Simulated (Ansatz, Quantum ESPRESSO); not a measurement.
# Li(110), 5 layers, one monolayer of Ga on hollow sites: vacuum level and surface dipole, part 6 of 6

Aim: the work function of each face of Li(110), 5 layers, one monolayer of Ga on hollow sites, and how it moves with functional, pseudopotentials and boundary condition.

Quantum ESPRESSO 7.5; plane-wave DFT, PBE, GBRV ultrasoft pseudopotentials; geometry and cross-check by Ansatz 0.2.0 with PAW datasets.

So far. Step 10 (Self-consistent run: vdW-DF-cx, GBRV ultrasoft): More iterations help only where the error still falls; otherwise the mixing, the start or the set-up has to change. Step 11 (SCF with pw.x: PW91, GBRV ultrasoft): The upper face goes from 4.348 eV (PBE, GBRV) to 4.388 eV, a change of +0.040 eV.

**15. Ground state, with K_POINTS = [4, 4, 1]**

A sensitivity test on the input.

Input file scf.w0.in:

```
&control
  prefix = 'scf.w0'
  outdir = './out'
  pseudo_dir = './pseudo'
  calculation = 'scf'
  tprnfor = .true.
  tefield = .true.
  dipfield = .true.
/
&system
  ibrav = 0
  nat = 6
  ntyp = 2
  ecutwfc = 40
  ecutrho = 200
  occupations = 'smearing'
  smearing = 'mv'
  degauss = 0.02
  edir = 3
  emaxpos = 0.97
  eopreg = 0.04
  eamp = 0.0
/
&electrons
  conv_thr = 1e-07
  mixing_beta = 0.4
  electron_maxstep = 120
  mixing_mode = 'local-TF'
/
ATOMIC_SPECIES
  Li  6.9400  li_pbe_v1.4.uspp.F.UPF
  Ga  69.7230  ga_pbe_v1.4.uspp.F.UPF
CELL_PARAMETERS angstrom
  2.46780266630000 -1.74500000000000 0.00000000000000
  2.46780266630000 1.74500000000000 0.00000000000000
  0.00000000000000 0.00000000000000 28.87121066540000
ATOMIC_POSITIONS crystal
  Li  0.000000000000 0.000000000000 0.287483614600
  Li  0.500000000000 0.500000000000 0.372959859300
  Li  0.000000000000 0.000000000000 0.458436103900
  Li  0.482114414200 0.482114414200 0.541921229156
  Li  -0.030779820281 -0.030779820281 0.625861243987
  Ga  0.400704701061 0.400704701061 0.698459518620
K_POINTS automatic
  4 4 1 0 0 0
```

Launch:

```bash
$ OMP_NUM_THREADS=1 mpirun -n 4 pw.x -nk 1 -in scf.w0.in > scf.w0.out
```

Log:

```text
[banner, memory and clock lines left out]
Program PWSCF v.7.5 starts
[citation notice left out]

[...]
bravais-lattice index     =            0
     lattice parameter (alat)  =       5.7116  a.u.
     unit-cell volume          =    1678.0212 (a.u.)^3
     number of atoms/cell      =            6
     number of atomic types    =            2
     number of electrons       =        34.00
     number of Kohn-Sham states=           21
     kinetic-energy cutoff     =      40.0000  Ry
     charge density cutoff     =     200.0000  Ry
     scf convergence threshold =      1.0E-07
     mixing beta               =       0.4000
     number of iterations used =            8  local-TF  mixing
     Exchange-correlation=  SLA  PW   PBX  PBC
                           (   1   4   3   4   0   0   0)

[...]
PseudoPot. # 1 for Li read from file:
     ./pseudo/li_pbe_v1.4.uspp.F.UPF
     Pseudo is Ultrasoft, Zval =  3.0
     Generated by new atomic code, or converted to UPF format
     Using radial grid of  751 points,  5 beta functions with:
                l(1) =   0
                l(2) =   0
                l(3) =   0
                l(4) =   1
                l(5) =   1
     Q(r) pseudized with 10 coefficients,  rinner =    1.150   1.150   1.150

     PseudoPot. # 2 for Ga read from file:
     ./pseudo/ga_pbe_v1.4.uspp.F.UPF
     Pseudo is Ultrasoft + core correction, Zval = 19.0
     Generated by new atomic code, or converted to UPF format
     Using radial grid of  871 points,  6 beta functions with:
                l(1) =   0
                l(2) =   0
                l(3) =   1
                l(4) =   1
                l(5) =   2
                l(6) =   2
     Q(r) pseudized with  8 coefficients,  rinner =    1.250   1.250   1.250
                                                       1.250   1.250

     atomic species   valence    mass     pseudopotential
     Li                3.00     6.94000     Li( 1.00)
     Ga               19.00    69.72300     Ga( 1.00)

     No symmetry found

[...]
number of k points=    10  Marzari-Vanderbilt smearing, width (Ry)=  0.0200
[...]
Dense  grid:    80083 G-vectors     FFT dimensions: (  25,  25, 250)

     Smooth grid:    57473 G-vectors     FFT dimensions: (  24,  24, 225)

     Initial potential from superposition of free atoms

     starting charge      30.7463, renormalised to      34.0000

     negative rho (up, down):  1.647E-03 0.000E+00

     Adding external electric field

     Computed dipole along edir(3) :
        Dipole              -11.9037 Ry au,        -30.2562 Debye
        Dipole field         -0.0891 Ry au,

        Potential amp.        9.3381 Ry
        Total length         52.3763 bohr

     Starting wfcs are   37 randomized atomic wfcs

     per-process dynamical memory:    26.3 Mb

     Self-consistent Calculation

     iteration #  1     ecut=    40.00 Ry     beta= 0.40
     Davidson diagonalization with overlap
     c_bands:  2 eigenvalues not converged
     c_bands:  1 eigenvalues not converged
     c_bands:  1 eigenvalues not converged
     c_bands:  1 eigenvalues not converged
     c_bands:  1 eigenvalues not converged
     c_bands:  4 eigenvalues not converged
     c_bands:  1 eigenvalues not converged
     c_bands:  1 eigenvalues not converged
     c_bands:  4 eigenvalues not converged
     ethr =  1.00E-02,  avg # of iterations = 20.0

     negative rho (up, down):  8.325E-01 0.000E+00

     Adding external electric field

     Computed dipole along edir(3) :
        Dipole               20.5298 Ry au,         52.1815 Debye
        Dipole field          0.1537 Ry au,

        Potential amp.      -16.1050 Ry
        Total length         52.3763 bohr

     total energy              =    -256.42347312 Ry
     estimated scf accuracy    <    5235.71173819 Ry

     iteration #  2     ecut=    40.00 Ry     beta= 0.40
[...]
c_bands:  4 eigenvalues not converged
     c_bands:  3 eigenvalues not converged
     c_bands:  1 eigenvalues not converged
     c_bands:  1 eigenvalues not converged
     c_bands:  1 eigenvalues not converged
     c_bands:  2 eigenvalues not converged
     c_bands:  1 eigenvalues not converged
     c_bands:  1 eigenvalues not converged
     c_bands:  1 eigenvalues not converged
[...]
negative rho (up, down):  8.600E-01 0.000E+00

[...]
Dipole               -3.6445 Ry au,         -9.2633 Debye
[...]
total energy              =    -411.40058738 Ry
     estimated scf accuracy    <    1063.88838642 Ry

     iteration #  3     ecut=    40.00 Ry     beta= 0.40
[...]
negative rho (up, down):  1.091E+00 0.000E+00

[...]
Dipole               -0.9224 Ry au,         -2.3446 Debye
[...]
total energy              =    -505.83805395 Ry
     estimated scf accuracy    <    1415.06657951 Ry

     iteration #  4     ecut=    40.00 Ry     beta= 0.40
[...]
negative rho (up, down):  1.333E+00 0.000E+00

[...]
Dipole                4.1796 Ry au,         10.6235 Debye
[...]
total energy              =    -462.47970346 Ry
     estimated scf accuracy    <    1248.70800651 Ry

     iteration #  5     ecut=    40.00 Ry     beta= 0.40
[...]
negative rho (up, down):  7.896E-01 0.000E+00

[...]
Dipole                2.6350 Ry au,          6.6974 Debye
[...]
total energy              =    -496.57010153 Ry
     estimated scf accuracy    <      84.55029213 Ry

     iteration #  6     ecut=    40.00 Ry     beta= 0.40
[...]
negative rho (up, down):  1.943E-01 0.000E+00

[...]
Dipole                5.1113 Ry au,         12.9916 Debye
[...]
total energy              =    -492.54566649 Ry
     estimated scf accuracy    <      98.48307758 Ry

[...]
iteration # 75     ecut=    40.00 Ry     beta= 0.40
[...]
negative rho (up, down):  1.193E-04 0.000E+00

[...]
Dipole               -0.0978 Ry au,         -0.2485 Debye
[...]
total energy              =    -487.65844083 Ry
     estimated scf accuracy    <       0.00000035 Ry

     iteration # 76     ecut=    40.00 Ry     beta= 0.40
[...]
negative rho (up, down):  1.320E-04 0.000E+00

[...]
Dipole               -0.0977 Ry au,         -0.2483 Debye
[...]
total energy              =    -487.65844083 Ry
     estimated scf accuracy    <       0.00000030 Ry

     iteration # 77     ecut=    40.00 Ry     beta= 0.40
[...]
negative rho (up, down):  1.376E-04 0.000E+00

[...]
Dipole               -0.0977 Ry au,         -0.2484 Debye
[...]
total energy              =    -487.65844091 Ry
     estimated scf accuracy    <       0.00000048 Ry

     iteration # 78     ecut=    40.00 Ry     beta= 0.40
[...]
negative rho (up, down):  1.417E-04 0.000E+00

[...]
Dipole               -0.0979 Ry au,         -0.2488 Debye
[...]
End of self-consistent calculation

          k = 0.0000 0.0000 0.0000 (  7183 PWs)   bands (ev):

   -94.8497 -94.8139 -94.7990 -47.8100 -47.2569 -47.2344 -47.2138 -47.1962
   -15.2386 -15.2321 -15.1317 -15.0965 -15.0851  -8.5693  -4.0606  -3.6986
    -2.9871  -2.1009  -1.2102  -0.5024   2.2444

          k = 0.1531 0.2165 0.0000 (  7168 PWs)   bands (ev):

   -94.8497 -94.8143 -94.7993 -47.8060 -47.2528 -47.2295 -47.2105 -47.1924
   -15.2370 -15.1653 -15.1591 -15.1096 -15.0763  -7.4702  -3.1877  -2.8241
    -2.1093  -1.1975  -0.2209   0.6165   1.9955

[...]
the Fermi energy is    -0.6514 ev

!    total energy              =    -487.65844093 Ry
     estimated scf accuracy    <          2.3E-09 Ry
     smearing contrib. (-TS)   =      -0.00186233 Ry
     internal energy E=F+TS    =    -487.65657861 Ry

     The total energy is F=E-TS. E is the sum of the following terms:
     one-electron contribution =   -1871.95967925 Ry
     hartree contribution      =     928.67129670 Ry
     xc contribution           =     -65.25701167 Ry
     ewald contribution        =     520.88874386 Ry
     electric field correction =       0.00007176 Ry

     convergence has been achieved in  78 iterations

     negative rho (up, down):  1.417E-04 0.000E+00

     Forces acting on atoms (cartesian axes, Ry/au):

     atom    1 type  1   force =    -0.00000772   -0.00000071    0.00235336
     atom    2 type  1   force =    -0.00000748    0.00000192    0.00047231
     atom    3 type  1   force =     0.00016306    0.00000251   -0.00189478
     atom    4 type  1   force =    -0.00000635    0.00000054   -0.00221970
     atom    5 type  1   force =     0.00006606    0.00000018    0.00358973
     atom    6 type  2   force =    -0.00020757   -0.00000445   -0.00230092

     Total force =     0.005704     Total SCF correction =     0.000082

[...]
```

Elapsed: 67 s, on 4 MPI ranks of Arm Neoverse V2, shared host; peak memory 0.54 GiB.

The changed values were drawn from a wide range, not chosen for quality; the comparison shows what they did here together.

Beside the run it was changed from:

```csv
quantity,this run,unchanged run,difference
dipole along the normal (e·Å),-0.05180,-0.05036,-0.0014
free energy (eV),-6634.931,-6635.024,0.092
wall time (s),67,266,
SCF iterations,78,99,
```

The free energy moves by +15 meV an atom.

The physical values in this table move by up to 2.9 %.

**16. Potential by pp.x**

The follow-up step for that run.

Input file scf.w0.pot.in:

```
&inputpp
  prefix = 'scf.w0'
  outdir = './out'
  filplot = 'scf.w0.pot.dat'
  plot_num = 11
/
```

Launch:

```bash
$ OMP_NUM_THREADS=1 mpirun -n 4 pp.x -in scf.w0.pot.in > scf.w0.pot.out
```

Elapsed: 0.91 s, on 4 MPI ranks; peak memory 0.11 GiB; 3.2 s of CPU time.

Beside the run it was changed from:

```csv
quantity,this run,unchanged run,difference
work function of the upper face (eV),4.332,4.347,-0.015
work function of the lower face (eV),3.243,3.288,-0.045
"upper vacuum line continued to the top atoms, over the Fermi level (eV)",4.331,4.345,-0.015
"lower vacuum line continued to the bottom atoms, over the Fermi level (eV)",3.239,3.284,-0.045
wall time (s),0.91,0.91,
```

Levels move by up to 45 meV, a modest change.

**17. A check by hand**

In the first self-consistent run, on its own zero, the Fermi level is -0.684 eV and the upper vacuum level 3.662 eV: φ = 3.662 − (-0.684) = 4.346 eV.

The dipole of -0.2419 D is -0.0504 e Å (1 D = 0.20819 e Å). A dipole layer steps the potential by e p/(ε₀A), with e/ε₀ = 180.95 V Å: 180.95 × 0.0504 / 8.613 = 1.058 eV, against 1.058 eV between the two work functions.

**18. What came out**

```yaml
work_function_of_the_covered_face_pbe_gbrv: 4.35 eV
work_function_of_the_bare_face_pbe_gbrv: 3.29 eV
covered_face_by_esm: 4.35 eV
dipole_along_the_normal: -0.0504 e·Å
covered_face_by_ansatz: 4.34 eV
```

In words: At the first level (PBE, GBRV ultrasoft) the work function comes to 4.35 eV on the upper face and 3.29 eV on the lower. The Ga layer ends 2.10 Å above the top metal plane and raises the work function by 1.06 eV against the bare face. This is the step −180.95 p/A = +1.06 eV of the slab's dipole p = -0.05036 e Å, which the dipole correction builds in. The bare face is held at bulk positions, so it is no relaxed clean surface. ESM differs from the periodic treatment by +1 meV on the upper face and -2 meV on the lower. Over the levels tried, the uncorrected run apart, the upper face spans 4.34 eV (Ansatz PBE PAW, sawtooth) to 4.58 eV (QE rev-vdW-DF2 GBRV ultrasoft, ESM bc1). Without a correction the vacuum potential slopes by 81 meV/Å, so no single vacuum level can be read. Quantum ESPRESSO and Ansatz give 4.35 and 4.34 eV for the upper face, which agree. Ansatz ran with Fermi-Dirac smearing of 0.1 eV against cold smearing of 0.02 Ry, which alone can move a level by some tens of meV. With 8×8 points and so few layers the values hold to some 0.05 to 0.1 eV. The slab is cut at a tabulated measured bulk lattice constant, given to two decimals, at low temperature. A full 1×1 monolayer may not be the stable structure at this coverage.

[Logs are printed without paths, hosts, clocks, repeated set-up lines and the standing remarks that a program may print on its own settings, such as how far it seeks lower states.]

[Hosts, paths, dates, database ids (printed as entryN), source tags and the programs' standing remarks are cut or masked in the printed files.]

[Maps of the electrostatic potential energy from Ansatz leave out the sawtooth potential of an applied field or a dipole correction, so their vacuum need not be flat; planar profiles and work functions include it.]
